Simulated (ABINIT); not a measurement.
# Converging GW for AgCl (Chlorargyrite) in ABINIT, part 2 of 2

Aim: raise bands and screening cutoff together for AgCl (Chlorargyrite) and follow gap and time.

ABINIT 10.8.3; PBE and many-body steps on it, plane waves. Known limits of the many-body steps: not at the basis limit; d shell near the gap, gap tends to lie low; no spin-orbit coupling; coarse k mesh.

So far. Step 3 (Screening, 4×4×4 mesh, 36 bands, screening to 76.2 eV): Local fields lower ε∞ by 6 %. On a Γ-centred mesh this coarse the value itself is usually too large, while a short band sum pulls it down. Step 4 (36 bands, 76.2 eV): The gap on the mesh goes from 0.91 eV to 2.17 eV, a correction of +1.27 eV.

The database entry behind the starting cell differs from later determinations by our own check (an axis about 1.4 % short against later determinations), so it need not match the best structure at ambient conditions.

### 6. 89 bands, 141.5 eV

This step: G0W0 on PBE, plane waves, norm-conserving pseudopotentials.

File run.abi:

```
acell 3*1.0 Angstrom
rprim 
  -0.000000000000 2.735000000000 2.735000000000
  2.735000000000 0.000000000000 2.735000000000
  2.735000000000 2.735000000000 -0.000000000000
ntypat 2
znucl 47 17
natom 2
typat 1 2
xred 
  0.000000000000 0.000000000000 0.000000000000
  0.500000000000 0.500000000000 0.500000000000
pp_dirpath "pseudos"
pseudos "Ag.upf, Cl.upf"
ecut 37
ngkpt 4 4 4
nshiftk 1
shiftk 0 0 0
kptopt 1
chksymbreak 0
istwfk *1
occopt 1
irdwfk 1
optdriver 4
nband 89
gwcalctyp 0
ecutsigx 37
symsigma 1
nkptgw 2
kptgw 
  0.5000000000 0.0000000000 0.0000000000
  0.0000000000 0.0000000000 0.0000000000
bdgw 
  12 15
  11 17
ecuteps 5.2
irdscr 1
ppmodel 1
indata_prefix "in"
outdata_prefix "out"
tmpdata_prefix "tmp"
```

Run with:

```
> OMP_NUM_THREADS=1 mpirun -n 4 abinit run.abi > log
```

What it wrote:

```text
.Version 10.8.3 of ABINIT. v10.8.2 released Aug 2026.

 Symmetries : space group Fm -3 m (#225); Bravais cF (face-center cubic)
[... echo of the input left out ...]
== DATASET  1 ==================================================================
-   mpi_nproc: 4, omp_nthreads: 1 (-1 if OMP is not activated)

--- !DatasetInfo
iteration_state: {dtset: 1, }
dimensions: {natom: 2, nkpt: 8, mband: 89, nsppol: 1, nspinor: 1, nspden: 1, mpw: 2996, }
cutoff_energies: {ecut:  37.0, pawecutdg:  -1.0, }
electrons: {nelect:   2.60000000E+01, charge:   0.00000000E+00, occopt:   1.00000000E+00, tsmear:   1.00000000E-02, }

 SIGMA: Calculation of the GW corrections

 Based on a program developped by R.W. Godby, V. Olevano, G. Onida, and L. Reining.
 Incorporated in ABINIT by V. Olevano, G.-M. Rignanese, and M. Torrent.
.Using double precision arithmetic ; gwpc =  8

[... cell and pseudopotentials left out ...]
--------------------------------------------------------------------------------

 ==== K-mesh for the wavefunctions ====
 Number of points in the irreducible wedge :     8
[... list of points left out ...]
 Together with 48 symmetry operations and time-reversal symmetry
 yields    64 points in the full Brillouin Zone.

 ==== Q-mesh for screening function ====
 Number of points in the irreducible wedge :     8
[... list of points left out ...]
 Together with 48 symmetry operations and time-reversal symmetry
 yields    64 points in the full Brillouin Zone.

 vcoul_init : cutoff-mode = AUXILIARY_FUNCTION
 q-points for optical limit:   1
     1)      0.000010    0.000020    0.000030
 setmesh: FFT mesh size selected  =    45x   45x   45
          total number of points  =        91125

 Number of electrons calculated from density =   26.0000; Expected =   26.0000
[...]
number of omega for Sigma on real axis              0
 max omega for Sigma on real axis  [eV]           0.00
 zcut for avoiding poles [eV]                     0.10

 EPSILON^-1 parameters (SCR file):
 dimension of the eps^-1 matrix on file            169
 dimension of the eps^-1 matrix used               169
 number of plane-waves for wavefunctions          2975
 number of bands                                    89
 number of q-points in IBZ                           8
 number of frequencies                               2
 number of real frequencies                          1
 number of imag frequencies                          1

 matrix elements of self-energy operator (all in [eV])

 Perturbative Calculation

--- !SelfEnergy_ee
iteration_state: {dtset: 1, }
kpoint     : [   0.500,    0.000,    0.000, ]
spin       : 1
KS_gap     :    4.123
QP_gap     :    5.144
Delta_QP_KS:    1.022
data: !SigmaeeData |
     Band     E0 <VxcDFT>   SigX SigC(E0)      Z dSigC/dE  Sig(E)    E-E0       E
       12   5.246 -21.650 -26.538   3.928   0.801  -0.249 -22.419  -0.769   4.477
       13   5.246 -21.650 -26.538   3.928   0.801  -0.249 -22.419  -0.769   4.477
       14   9.369  -9.294  -5.032  -3.961   0.838  -0.193  -9.042   0.252   9.621
[...]
--- !SelfEnergy_ee
iteration_state: {dtset: 1, }
kpoint     : [   0.000,    0.000,    0.000, ]
spin       : 1
KS_gap     :    3.396
QP_gap     :    4.795
Delta_QP_KS:    1.399
data: !SigmaeeData |
     Band     E0 <VxcDFT>   SigX SigC(E0)      Z dSigC/dE  Sig(E)    E-E0       E
[...]
16  15.918 -12.617  -7.185  -4.415   0.824  -0.214 -11.779   0.838  16.755
       17  15.918 -12.617  -7.185  -4.415   0.824  -0.214 -11.779   0.838  16.755

== END DATASET(S) ==============================================================
================================================================================

 -outvars: echo values of variables after computation  --------
           etotal      0.0000000000E+00
            nband          89
             nkpt           8
          spgroup         225
 [... the other variables as echoed above ...]

 Calculation completed.
```

It took 6.3 s on 4 MPI ranks of Intel Xeon Platinum 8488C (Sapphire Rapids), shared host; peak memory 0.77 GiB.

This step gave:

```yaml
g0w0_gap_on_the_points_computed: 2.058 eV
starting_gap_on_the_mesh: 0.9065 eV
k_of_the_valence_top: 0.5, 0, 0
k_of_the_conduction_bottom: 0, 0, 0
z_at_the_valence_top: 0.801
z_at_the_conduction_bottom: 0.831
least_direct_g0w0_gap_on_the_computed_points: 4.795 eV
```

Against G0W0 in ABINIT (4×4×4 mesh, 36 bands, screening to 76.2 eV, Godby-Needs plasmon pole), the gap moves by −0.117 eV.

### 7. Screening, 4×4×4 mesh, 201 bands, screening to 217.7 eV

This step: RPA screening on PBE, plane waves, norm-conserving pseudopotentials.

Changes to run.abi since step 6:

```diff
@@ -23,17 +23,8 @@
 irdwfk 1
-optdriver 4
-nband 89
-gwcalctyp 0
-ecutsigx 37
-symsigma 1
-nkptgw 2
-kptgw 
-  0.5000000000 0.0000000000 0.0000000000
-  0.0000000000 0.0000000000 0.0000000000
-bdgw 
-  12 15
-  11 17
-ecuteps 5.2
-irdscr 1
-ppmodel 1
+optdriver 3
+nband 201
+ecuteps 8
+inclvkb 2
+awtr 1
+symchi 1
 indata_prefix "in"
```

What it wrote:

```text
.Version 10.8.3 of ABINIT. v10.8.2 released Aug 2026.

 Symmetries : space group Fm -3 m (#225); Bravais cF (face-center cubic)
[... echo of the input left out ...]
== DATASET  1 ==================================================================
-   mpi_nproc: 4, omp_nthreads: 1 (-1 if OMP is not activated)

--- !DatasetInfo
iteration_state: {dtset: 1, }
dimensions: {natom: 2, nkpt: 8, mband: 201, nsppol: 1, nspinor: 1, nspden: 1, mpw: 2996, }
cutoff_energies: {ecut:  37.0, pawecutdg:  -1.0, }
[...]
--------------------------------------------------------------------------------
[... chi0 elements left out ...]
 For q-point:  0.000010 0.000020 0.000030
  dielectric constant =   5.4428
  dielectric constant without local fields =   5.9207

  Average fulfillment of the sum rule on Im[epsilon] for q-point    1 :     82.64  [%]
[... wings left out ...]
  q-point number  2        q = ( 0.250000, 0.000000, 0.000000) [r.l.u.]
--------------------------------------------------------------------------------
[... chi0 elements left out ...]
  Average fulfillment of the sum rule on Im[epsilon] for q-point    2 :     89.86  [%]

 [... 6 further q-points ...]
```

It took 59 s on 4 MPI ranks; peak memory 1.3 GiB.

This step gave:

```yaml
eps_infinity_with_local_fields_on_this_mesh_along_the_program_s_q_direction: 5.443
the_same_without_local_fields: 5.921
plasma_frequency: 29.60 eV
plane_waves_in_the_screening_matrix: 307
```

### 8. 201 bands, 217.7 eV

This step: G0W0 on PBE, plane waves, norm-conserving pseudopotentials.

Changes to run.abi since step 7:

```diff
@@ -23,8 +23,17 @@
 irdwfk 1
-optdriver 3
+optdriver 4
 nband 201
+gwcalctyp 0
+ecutsigx 37
+symsigma 1
+nkptgw 2
+kptgw 
+  0.5000000000 0.0000000000 0.0000000000
+  0.0000000000 0.0000000000 0.0000000000
+bdgw 
+  12 15
+  11 17
 ecuteps 8
-inclvkb 2
-awtr 1
-symchi 1
+irdscr 1
+ppmodel 1
 indata_prefix "in"
```

What it wrote:

```text
.Version 10.8.3 of ABINIT. v10.8.2 released Aug 2026.

 Symmetries : space group Fm -3 m (#225); Bravais cF (face-center cubic)
[... echo of the input left out ...]
== DATASET  1 ==================================================================
-   mpi_nproc: 4, omp_nthreads: 1 (-1 if OMP is not activated)

--- !DatasetInfo
iteration_state: {dtset: 1, }
dimensions: {natom: 2, nkpt: 8, mband: 201, nsppol: 1, nspinor: 1, nspden: 1, mpw: 2996, }
cutoff_energies: {ecut:  37.0, pawecutdg:  -1.0, }
[...]
Band     E0 <VxcDFT>   SigX SigC(E0)      Z dSigC/dE  Sig(E)    E-E0       E
[...]
16  15.918 -12.617  -7.185  -4.657   0.822  -0.217 -11.980   0.637  16.555
       17  15.918 -12.617  -7.185  -4.657   0.822  -0.217 -11.980   0.637  16.555

== END DATASET(S) ==============================================================
================================================================================

 -outvars: echo values of variables after computation  --------
           etotal      0.0000000000E+00
            nband         201
             nkpt           8
          spgroup         225
 [... the other variables as echoed above ...]

 Calculation completed.
```

Wall time 24 s (4 MPI ranks); peak memory 1.3 GiB; 96 s of CPU time.

This step gave:

```yaml
g0w0_gap_on_the_points_computed: 2.161 eV
starting_gap_on_the_mesh: 0.9065 eV
k_of_the_valence_top: 0.5, 0, 0
k_of_the_conduction_bottom: 0, 0, 0
least_direct_g0w0_gap_on_the_computed_points: 4.927 eV
```

Against G0W0 in ABINIT (4×4×4 mesh, 89 bands, screening to 141.5 eV, Godby-Needs plasmon pole), the gap moves by +0.103 eV.

### 9. The runs together

Times are wall times on 4 MPI ranks of Intel Xeon Platinum 8488C (Sapphire Rapids), shared host, good to a factor of about two. A run's time includes the screening step that it read.

```tsv
run	mesh	bands	screening cutoff (eV)	DFT gap (eV)	gap on the mesh (eV)	direct (eV)	ε∞ used	time
36 bands, 76.2 eV	4×4×4	36	76.2	0.907	2.175	4.806	5.45	8.1 s
89 bands, 141.5 eV	4×4×4	89	141.5	0.907	2.058	4.795	5.45	25 s
201 bands, 217.7 eV	4×4×4	201	217.7	0.907	2.161	4.927	5.44	83 s
```

### 10. What came out

| Item | Value |
| --- | --- |
| 36 bands, 76.2 eV | 2.175 eV |
| 89 bands, 141.5 eV | 2.058 eV |
| 201 bands, 217.7 eV | 2.161 eV |
| known limits | not at the basis limit; d shell near the gap, gap tends to lie low; no spin-orbit coupling; coarse k mesh |

**Reading.** From the first rung to the last the gap moves by −0.01 eV for 10 times the time. The gap turns back along the series, so no limit is drawn from it. In the first G0W0 run levels were corrected at 2 k points alone, so a gap called «on the mesh» is the least over those, and an edge elsewhere would be missed. The 4×4×4 mesh is coarse for this cell, which bears on the long-range parts of exchange and screening. A d shell, filled or nearly so, lies near the gap. One-shot GW converges very slowly in bands there, not always from below, and on a semilocal start the gap tends to come out low; starts rich in exact exchange can overshoot instead. The many-body steps are scalar-relativistic: spin-orbit coupling is not in them.

[Paths, hosts, dates, memory and timing lines, banners, echoed tables and standing remarks are left out of the program output.]

[Logs are printed without paths, hosts, clocks, repeated set-up lines and the standing remarks that a program may print on its own settings, such as how far it seeks lower states.]

[Runs of the session that timed out or met a known fault of the program may be left out.]

[No measured gap is set beside runs whose start may be inverted or whose files or cutoffs have a known fault.]

[Hosts, paths, dates, database ids (printed as entryN), source tags and the programs' standing remarks are cut or masked in the printed files.]

[G0W0 gaps are taken among the corrected bands and points alone; a level outside them can change the order at an edge.]

[Where Ansatz stands beside ABINIT at settings called matched, ABINIT's density can come from a denser mesh and the files from another edition; pairs whose starting gaps differed by over 0.03 eV were left out, so agreement reads better than it is.]
